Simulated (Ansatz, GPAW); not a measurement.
# Dielectric function and optical constants of Au3IO (model structure), part 2 of 3

Aim: the dielectric function of Au3IO (model structure), and the optical constants that follow from it. The cell was made here by substitution or stacking, whether or not such a phase is known. It was built so: All Ag replaced by Au and S replaced by O in the R3 structure of Ag3SI. The cell is first relaxed with Ansatz.

GPAW 26.7.0; DFT, PBE, plane-wave PAW (GPAW data sets), scalar-relativistic, RPA, optical limit.

So far: The starting structure; Relaxation.

**3. Ground state**

First the ground state: is it a metal or has it a gap?

This step: DFT, PBE, plane-wave PAW (GPAW data sets), scalar-relativistic, ground state (GPAW 26.7.0).

gs.py

```python
from ase import Atoms
from ase.dft.bandgap import bandgap
from gpaw import GPAW, PW, FermiDirac

atoms = Atoms(['Au', 'Au', 'Au', 'I', 'O'],
              cell=[[3.686557802666, 2.128435139736, 2.540744092314],
                    [-3.686557802666, 2.128435139736, 2.540744092314],
                    [0.000000000000, -4.256870279522, 2.540744092272]],
              scaled_positions=[[0.918437055650, 0.918437055650, 0.366848885800],
                                [0.918437055650, 0.366848885800, 0.918437055650],
                                [0.366848885800, 0.918437055650, 0.918437055650],
                                [0.593294274100, 0.593294274100, 0.593294274100],
                                [0.171882728900, 0.171882728900, 0.171882728900]],
              pbc=[True, True, True])
atoms.calc = GPAW(mode=PW(400), xc='PBE', kpts={'size': (5, 5, 5), 'gamma': True},
                  occupations=FermiDirac(0.05), maxiter=150, txt='gs.txt')
print('energy (eV)', atoms.get_potential_energy())
print('Fermi level (eV)', atoms.calc.get_fermi_level())
print('valence electrons', atoms.calc.get_number_of_electrons())
print('gap (eV)', bandgap(atoms.calc, output=None)[0])
print('direct gap (eV)', bandgap(atoms.calc, direct=True, output=None)[0])
atoms.calc.write('gs.gpw')
```

Launch:

```console
$ OMP_NUM_THREADS=1 python gs.py
```

Numbers of over 12 decimals in the logs are rounded to 6 here.

Output:

```text
__  _  _
 | _ |_)|_||  |
 |__||  | ||/\| - 26.7.0

Versions:
  Python: 3.12.14
  ASE:    3.29.0
  Numpy:  2.5.5
  Scipy:  1.18.1
  Libxc:  7.0.0

Input parameters:
  mode=PW(ecut=400.0),
  kpts=MonkhorstPack(size=(5, 5, 5), gamma=True),
  maxiter=150,
  occupations=Occupations(name='fermi-dirac', width=0.05, fixmagmom=False),
  xc=XC(name='PBE')

Diagonalizing LCAO Hamiltonian
Converting LCAO to pw mode

               Au

       Au        Au
             I

             O

Atoms  # Å, Bohr magnetons
|   | symbol |         x |         y |        z |    initial magnetic moments |
| 0 |     Au | -0.000000 |  2.348039 | 5.599096 | ( 0.0000,  0.0000,  0.0000) |
| 1 |     Au |  2.033462 | -1.174020 | 5.599096 | ( 0.0000,  0.0000,  0.0000) |
| 2 |     Au | -2.033462 | -1.174020 | 5.599096 | ( 0.0000,  0.0000,  0.0000) |
| 3 |      I |  0.000000 | -0.000000 | 4.522227 | ( 0.0000,  0.0000,  0.0000) |
| 4 |      O | -0.000000 | -0.000000 | 1.310130 | ( 0.0000,  0.0000,  0.0000) |

Unit cell  # Å
| periodic |         x |         y |        z |  lengths |    angles |
|      yes |  3.686558 |  2.128435 | 2.540744 | 4.957451 | 96.084787 |
|      yes | -3.686558 |  2.128435 | 2.540744 | 4.957451 | 96.084787 |
|      yes |  0.000000 | -4.256870 | 2.540744 | 4.957451 | 96.084787 |

Number of symmetries: 6
Symmetry operations  # r_c * U_cc + t_c -> r_c
|   | kind |            matrix            |
| 0 |  E   |  1, 0, 0,  0, 1, 0,  0, 0, 1 |
| 1 |  σ   |  1, 0, 0,  0, 0, 1,  0, 1, 0 |
| 2 |  σ   |  0, 1, 0,  1, 0, 0,  0, 0, 1 |
| 3 |  C3  |  0, 1, 0,  0, 0, 1,  1, 0, 0 |
| 4 |  C3  |  0, 0, 1,  1, 0, 0,  0, 1, 0 |
| 5 |  σ   |  0, 0, 1,  0, 1, 0,  1, 0, 0 |

BZ-sampling:
  Number of BZ points: 125
  Number of IBZ points: 19

  Monkhorst-Pack size: [5, 5, 5]
  Monkhorst-Pack shift: [0, 0, 0]

K-points  # in reciprocal-cell coordinates
|     |                                coordinates |     weight |
|   0 | (  0.00000000,   0.00000000,   0.00000000) | 0.00800000 |
|   1 | (  0.20000000,   0.00000000,  -0.20000000) | 0.04800000 |
|   2 | (  0.20000000,   0.00000000,   0.00000000) | 0.04800000 |
|   3 | (  0.20000000,   0.20000000,  -0.20000000) | 0.04800000 |
|   4 | (  0.20000000,   0.20000000,   0.00000000) | 0.04800000 |
|   5 | (  0.20000000,   0.20000000,   0.20000000) | 0.01600000 |
|   6 | (  0.40000000,  -0.20000000,  -0.20000000) | 0.04800000 |
|   7 | (  0.40000000,   0.00000000,  -0.40000000) | 0.04800000 |
|   8 | (  0.40000000,   0.00000000,  -0.20000000) | 0.09600000 |
|   9 | (  0.40000000,   0.00000000,   0.00000000) | 0.04800000 |
| ... |                                            |            |
|  18 | (  0.40000000,   0.40000000,   0.40000000) | 0.01600000 |

Plane wave coefficients: 2185
Cutoff: 400.0 eV

Spin-components: 1 (collinear spins)
Bands:           32
Projectors:      28
Spin-degeneracy: 2
Datatype:        complex128

Parallelization:
  kpt:    1
  domain: 1
  band:   1

Density:
  Valence electrons: 46.0
  Components: 1
  Grid points: [24 24 24]
  Charge: 0.0  # |e|

Potential:
  Grid points: [24 24 24]

species:
  Au:
    name:    Gold
    id:
    Z:       79.0
    valence: 11
    core:    68
    charge:  0.0  # [|e|]
    compensation charges:
      type: gauss
      rc: 0.42  # [Å]
      lmax: 2
    cutoffs:
      filter: 2.33  # [Å]
      core: 2.81  # [Å]
    projectors
    | kind |    occ | energy [eV] | rcut [Å] |
    |   6s |  1.000 |      -5.728 |    1.323 |
    |   6p |  0.000 |      -0.775 |    1.323 |
    |   5d | 10.000 |      -6.891 |    1.323 |
    |    s |        |      21.484 |    1.323 |
    |    p |        |      26.436 |    1.323 |
    |    d |        |      20.321 |    1.323 |

    Using partial waves for Au as LCAO basis

  I:
    name:    Iodine
    id:
    Z:       53.0
    valence: 7
    core:    46
    charge:  0.0  # [|e|]
    compensation charges:
      type: gauss
      rc: 0.37  # [Å]
      lmax: 2
    cutoffs:
      filter: 2.06  # [Å]
      core: 2.90  # [Å]
    projectors
    | kind |    occ | energy [eV] | rcut [Å] |
    |   5s |  2.000 |     -17.382 |    1.164 |
    |   5p |  5.000 |      -7.088 |    1.164 |
    |    s |        |       9.829 |    1.164 |
    |    p |        |      20.123 |    1.164 |
    |    d |        |       0.000 |    1.164 |

    Using partial waves for I as LCAO basis

  O:
    name:    Oxygen
    id:
    Z:       8.0
    valence: 6
    core:    2
    charge:  0.0  # [|e|]
    compensation charges:
      type: gauss
      rc: 0.21  # [Å]
      lmax: 2
    cutoffs:
      filter: 1.17  # [Å]
      core: 0.83  # [Å]
    projectors
    | kind |    occ | energy [eV] | rcut [Å] |
    |   2s |  2.000 |     -23.961 |    0.688 |
    |   2p |  4.000 |      -9.029 |    0.598 |
    |    s |        |       3.251 |    0.688 |
    |    p |        |      18.182 |    0.598 |
    |    d |        |       0.000 |    0.619 |

    Using partial waves for O as LCAO basis

Reference energy: -1745376.461295  # eV

eigensolver:
  PPCG
  Converge bands: occupied
  niter=2

density mixing:
  MSR1-Mixer
  Pratt-step length: 0.05
  Maximum mixing coefficient: 0.75
  Old densities: 10
  SVD Regularization: 0.005
  Good broyden scale: 1.0
  Trust region scale: 1.0
  Backstep threshold: 4.0
  History deletion threshold: 6.0
  Fourier metric: weight=20.0, sigma=0.015

occupation numbers:
  Fermi-Dirac:
    width: 0.0500  # eV

poisson solver:
  ecut: 3200.0  # eV

xc functional:
  name: PBE with 2 nearest neighbor stencil

convergence criteria:
- Maximum [total energy] change in last 3 cyles: 0.0005 eV / valence electron
- Maximum integral of absolute [dens]ity change: 0.0001 electrons / valence electron
- Maximum integral of absolute [eigenst]ate change: 4e-08 eV^2 / valence electron
maximum number of iterations: 150

SCF iterations
|iter     |      energy | eigst |  dens |
|iter:   1||  -15.881506 | -0.17 |       |
|iter:   2||  -15.233631 | -2.11 | -1.07 |
|iter:   3||  -13.836866 | -1.35 | -1.12 |
|iter:   4||  -13.807279 | -2.55 | -1.65 |
|iter:   5||  -13.786001 | -2.86 | -1.91 |
|iter:   6||  -13.782633 | -3.72 | -2.32 |
|iter:   7||  -13.782615c| -4.94 | -2.91 |
|iter:   8||  -13.782625c| -6.01 | -3.38 |
|iter:   9||  -13.782626c| -7.07 | -4.04c|
|iter:  10||  -13.782626c| -7.46c| -4.66c|

Converged in 10 steps
SCF loop duration: 19.634 s (1.963 s/step)
Energy contributions relative to reference atoms: (reference = -1745376.461295)

Energy contributions:
  Kinetic:         -18.485852
  Coulomb:          15.100978
  Zero:              0.213726
  External:          0.000000
  Xc:              -10.611477
  Entropy:          -0.000000
  Spinorbit:         0.000000
  ----------------------------
  Free energy:     -13.782626
  Extrapolated:    -13.782626

dipole moment: (-0.000000, -0.000000, 29.804191)  # |e|*Ang

Fermi level: 5.239
Eigenvalues  # (at kpt = [0.000, 0.000, 0.000])
| band index |      eig [eV] | occ [0-2] |
|          0 |       -13.942 |     2.000 |
|        ... |               |           |
|         15 |         2.079 |     2.000 |
|         16 |         2.216 |     2.000 |
|         17 |         2.398 |     2.000 |
|         18 |         2.398 |     2.000 |
|         19 |         2.903 |     2.000 |
|         20 |         2.964 |     2.000 |
|         21 |         4.531 |     2.000 |
|         22 |         4.531 |     2.000 |
|         23 |         5.893 |     0.000 |
|         24 |         6.846 |     0.000 |
|         25 |         6.846 |     0.000 |
|         26 |         9.792 |     0.000 |
|         27 |         9.792 |     0.000 |
|         28 |        11.477 |     0.000 |
|         29 |        13.333 |     0.000 |
|         30 |        13.661 |     0.000 |
|         31 |        14.515 |     0.000 |

Gap: 1.362 eV
Transition (v -> c):
  (s=0, k=0, n=22, [0.00, 0.00, 0.00]) -> (s=0, k=0, n=23, [0.00, 0.00, 0.00])
No difference between direct/indirect transitions

--- standard output ---
energy (eV) -13.782626
Fermi level (eV) 5.238551
valence electrons 46.0
gap (eV) 1.362192
direct gap (eV) 1.362192
```

It took 22 s on 1 thread of Arm Neoverse V2, shared host; peak memory 0.18 GiB.

Numbers from this step:

```
energy                 : -13.78 eV
Fermi energy           : 5.239 eV
gap on the k-mesh      : 1.362 eV
direct gap on the mesh : 1.362 eV
electrons              : 46
```

There is a gap, 1.36 eV on this mesh (points off the mesh can give less), so no carriers' term is needed.

**4. Bands for the response**

At the fixed density, many empty bands are solved on the mesh of the response, since the spectrum sums over them.

This step: DFT, PBE, plane-wave PAW (GPAW data sets), scalar-relativistic, bands at fixed density (GPAW 26.7.0).

nscf.py

```python
from ase.dft.bandgap import bandgap
from gpaw import GPAW, FermiDirac

calc = GPAW('gs.gpw').fixed_density(kpts={'size': (6, 6, 6), 'gamma': True}, nbands=69, convergence={'bands': 63},
                                    occupations=FermiDirac(0.001), txt='nscf.txt')
print('gap (eV)', bandgap(calc, output=None)[0])
print('direct gap (eV)', bandgap(calc, direct=True, output=None)[0])
print('top band over the Fermi level (eV)', min(calc.get_eigenvalues(kpt=k)[62] for k in range(len(calc.get_ibz_k_points()))) - calc.get_fermi_level())
calc.write('full.gpw', mode='all')
```

Launch:

```console
$ OMP_NUM_THREADS=1 python nscf.py
```

Output:

```text
Diagonalizing LCAO Hamiltonian
Converting LCAO to pw mode
convergence criteria:
- Maximum integral of absolute [eigenst]ate change: 4e-08 eV^2 / valence electron
maximum number of iterations: 150

SCF iterations
|iter     |      energy | eigst |  dens |
|iter:   1||             | +3.12 |       |
|iter:   2||             | +1.94 |       |
|iter:   3||             | +0.81 |       |
|iter:   4||             | -0.20 |       |
|iter:   5||             | -0.97 |       |
|iter:   6||             | -1.62 |       |
|iter:   7||             | -2.18 |       |
|iter:   8||             | -2.76 |       |
|iter:   9||             | -3.33 |       |
|iter:  10||             | -3.96 |       |
|iter:  11||             | -4.54 |       |
|iter:  12||             | -5.18 |       |
|iter:  13||             | -5.78 |       |
|iter:  14||             | -6.42 |       |
|iter:  15||             | -6.94 |       |
|iter:  16||             | -7.42c|       |
SCF steps: 16
  __  _  _
 | _ |_)|_||  |
 |__||  | ||/\| - 26.7.0

Versions:
  Python: 3.12.14
  ASE:    3.29.0
  Numpy:  2.5.5
  Scipy:  1.18.1
  Libxc:  7.0.0

Input parameters:
  mode=PW(ecut=400.0),
  convergence={'bands': 63},
  gpts=array([24, 24, 24]),
  kpts=MonkhorstPack(size=(6, 6, 6), gamma=True),
  maxiter=150,
  nbands=69,
  occupations=Occupations(name='fermi-dirac', width=0.001, fixmagmom=False),
  parallel={},
  xc=XC(name='PBE')

--- standard output ---
gap (eV) 1.301823
direct gap (eV) 1.362192
top band over the Fermi level (eV) 24.509699
```

Wall time 1.8 min (1 thread); peak memory 0.26 GiB.

Numbers from this step:

| Quantity | Value |
| --- | --- |
| gap on the k-mesh | 1.302 eV |

**5. Dielectric function, RPA**

Transitions between filled and empty bands, summed over the zone, give the optical response, so mesh, band count and broadening shape it.

The induced potential is part of this response.

This step: DFT, PBE, plane-wave PAW (GPAW data sets), scalar-relativistic, RPA, optical limit (GPAW 26.7.0).

df.py

```python
from gpaw.response.df import DielectricFunction

df = DielectricFunction('full.gpw', frequencies={'type': 'nonlinear', 'domega0': 0.03, 'omega2': 8},
                        ecut=30,
                        eta=0.05,
                        nbands=63,
                        txt='df.txt')
for direction in ['x', 'z']:
    df.get_dielectric_function(xc='RPA', direction=direction, filename=f'df_{direction}.csv')
```

Launch:

```console
$ OMP_NUM_THREADS=1 python df.py
```

Output:

```text
Using integrator: PointIntegrator
NonLinearFrequencyDescriptor(from 0.000 to 45.181 eV, 452 points)
Nonperiodic BCs:  [False False False]
Using integrator: PointIntegrator
NonLinearFrequencyDescriptor(from 0.000 to 45.181 eV, 452 points)
Nonperiodic BCs:  [False False False]

Calculating chi0 body with:
    Ground state adapter containing:
    Number of spins: 1
    Number of kpoints: 216
    Number of irreducible kpoints: 32
    Number of completely occupied states: 23
    Number of partially occupied states: 23

    Linear response parametrization:
    q_c: [0.0, 0.0, 0.0]
    Number of frequency points: 452
    Planewave cutoff: 30.0
    Number of bands: 63
    Number of planewaves: 45
    Broadening (eta): 0.05

Integrating chi0 body.

Symmetries of q_c:
    Direct symmetries (Uq -> q): 6
    Indirect symmetries (TUq -> q): 6
In total 12 allowed symmetries.

32 groups of equivalent kpoints. 85.185185% reduction.

Integral kind: spectral function

Calculating chi0 optical extensions with:
    Ground state adapter containing:
    Number of spins: 1
    Number of kpoints: 216
    Number of irreducible kpoints: 32
    Number of completely occupied states: 23
    Number of partially occupied states: 23

    Linear response parametrization:
    Number of frequency points: 452
    Planewave cutoff: 30.0
    Number of bands: 63
    Number of planewaves: 45
    Broadening (eta): 0.05
Integrating chi0 head and wings.

Symmetries of q_c:
    Direct symmetries (Uq -> q): 6
    Indirect symmetries (TUq -> q): 6
In total 12 allowed symmetries.

32 groups of equivalent kpoints. 85.185185% reduction.

Integral kind: spectral function wings
```

It took 16 s on 1 thread; peak memory 0.31 GiB.

Numbers from this step:

```
electronic dielectric constant ε∞, mean over x, y and z (by symmetry where fewer were run) : 7.639
```

The Im ε has structure finer than the step of the table below, so its rows give means over 0.5 eV, whole bins alone (the curve runs from 0 to 19.9 eV). Peaks (eV: height): E ∥ x 1.95: 4.61, 2.36: 5.44, 3.14: 13.1, 3.89: 11.7, 4.52: 9.70, 6.33: 5.66; E ∥ z 1.95: 3.78, 2.36: 7.86, 2.66: 7.88, 3.22: 13.3, 3.59: 11.4, 4.42: 8.83, 5.03: 6.77.

Sum at mesh points, not converged in k; values under the direct gap are tails of Lorentzian lines. Table of Im ε by photon energy; means over each step:

| photon energy (eV) | E ∥ x | E ∥ z |
| --- | --- | --- |
| 0.5 | 0.0310 | 0.0287 |
| 1.0 | 0.0856 | 0.0780 |
| 1.5 | 0.582 | 0.536 |
| 2.0 | 3.10 | 2.50 |
| 2.5 | 4.65 | 6.37 |
| 3.0 | 8.27 | 7.43 |
| 3.5 | 9.40 | 10.1 |
| 4.0 | 9.85 | 5.11 |
| 4.5 | 8.73 | 7.23 |
| 5.0 | 7.25 | 5.26 |
| 5.5 | 5.40 | 3.22 |
| 6.0 | 4.57 | 2.95 |
| 6.5 | 4.59 | 2.89 |
| 7.0 | 3.64 | 2.26 |
| 7.5 | 3.98 | 1.88 |
| 8.0 | 3.53 | 2.02 |
| 8.5 | 2.41 | 1.76 |
| 9.0 | 2.24 | 1.74 |
| 9.5 | 1.70 | 2.00 |
| 10.0 | 1.52 | 2.10 |
| 10.5 | 1.41 | 1.69 |
| 11.0 | 1.38 | 1.56 |
| 11.5 | 1.34 | 1.53 |
| 12.0 | 1.26 | 1.51 |
| 12.5 | 1.30 | 1.67 |
| 13.0 | 1.12 | 1.49 |
| 13.5 | 1.12 | 1.43 |
| 14.0 | 1.15 | 1.34 |
| 14.5 | 1.13 | 1.29 |
| 15.0 | 1.05 | 1.29 |
| 15.5 | 0.908 | 1.12 |
| 16.0 | 0.749 | 0.924 |
| 16.5 | 0.796 | 0.997 |
| 17.0 | 0.726 | 1.04 |
| 17.5 | 0.708 | 1.11 |
| 18.0 | 0.716 | 0.977 |
| 18.5 | 0.775 | 0.849 |
| 19.0 | 0.707 | 0.902 |
| 19.5 | 0.655 | 0.747 |

(Continued in part 3 of 3.)

[Machine, clock and banner lines and Python warnings are left out of the logs.]

[Logs are printed without paths, hosts, clocks, repeated set-up lines and the standing remarks that a program may print on its own settings, such as how far it seeks lower states.]

[Hosts, paths, dates, database ids (printed as entryN), source tags and the programs' standing remarks are cut or masked in the printed files.]
